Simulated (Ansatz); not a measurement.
G0W0 rungs for Bi2Te2PbS2 (R-3m).

The structure is trigonal, space group R-3m (No. 166). The conventional cell has a = 4.270 Å, b = 4.270 Å, c = 40.413 Å, α = 90.00°, β = 90.00°, γ = 120.00°. Nearest to Bi lie 3 S at 3.02 Å and 3 Te at 3.04 Å. Te has 3 Bi at 3.04 Å nearest. Pb has 6 S at 2.99 Å nearest. Nearest to S lie 3 Pb at 2.99 Å and 3 Bi at 3.02 Å. Farther neighbours and most contacts between anions are not listed.

```yaml
crystal:
  lattice:
    - [2.13505, 1.23267, 13.47096]
    - [-2.13505, 1.23267, 13.47096]
    - [0.00000, -2.46534, 13.47096]
  atoms:
    - { symbol: Bi, position: [0.58139, 0.58139, 0.58139] }
    - { symbol: Bi, position: [0.41861, 0.41861, 0.41861] }
    - { symbol: Te, position: [0.87066, 0.87066, 0.87066] }
    - { symbol: Te, position: [0.12934, 0.12934, 0.12934] }
    - { symbol: Pb, position: [0.00000, 0.00000, 0.00000] }
    - { symbol: S, position: [0.29134, 0.29134, 0.29134] }
    - { symbol: S, position: [0.70866, 0.70866, 0.70866] }
```

The cell and positions come from the Crystallography Open Database and are kept as given unless a step says otherwise. Spin-orbit coupling is left out unless a run names it.

Runs so far (Ansatz 0.2.0, start PBE, PAW set soft_1 files, 4×4×4 mesh). Times are wall times on 1 × NVIDIA H100 80GB HBM3 (shared by 6 runs) with 2 threads of AMD EPYC 7R13 (Zen 3), shared host, good to a factor of about two.

```
bands summed  cutoff (eV)  gap on the mesh (eV)   time
         214           50                 0.530   31 s
         527          100                 0.579   80 s
         931          150                 0.632  2 min
```

Q: What should the next rung give, with 1620 bands and screening to 220 eV, and where is the limit?

The error falls about as one over the bands when the cutoff rises with them. A line through the two highest rungs given predicts 0.661 eV; the run gave 0.643 eV, a miss of 0.018 eV, so the law fails here: the steps don't follow it yet. The two highest rungs put the limit near 0.658 eV, the pair below near 0.700 eV; neither can be trusted until a further rung is run.

Gaps are over the mesh's points; an edge off the mesh would be missed. Limits: not at the basis limit; model gap, bands may invert with spin-orbit coupling; no spin-orbit coupling.

[Paths, hosts, dates, memory and timing lines, banners, echoed tables and standing remarks are left out of the program output.]

[Logs are printed without paths, hosts, clocks, repeated set-up lines and the standing remarks that a program may print on its own settings, such as how far it seeks lower states.]

[Runs of the session that timed out or met a known fault of the program may be left out.]

[Cells called generated may have been cut or substituted from an entry of the Crystallography Open Database or the Materials Project.]

[Hosts, paths, dates, database ids (printed as entryN), source tags and the programs' standing remarks are cut or masked in the printed files.]
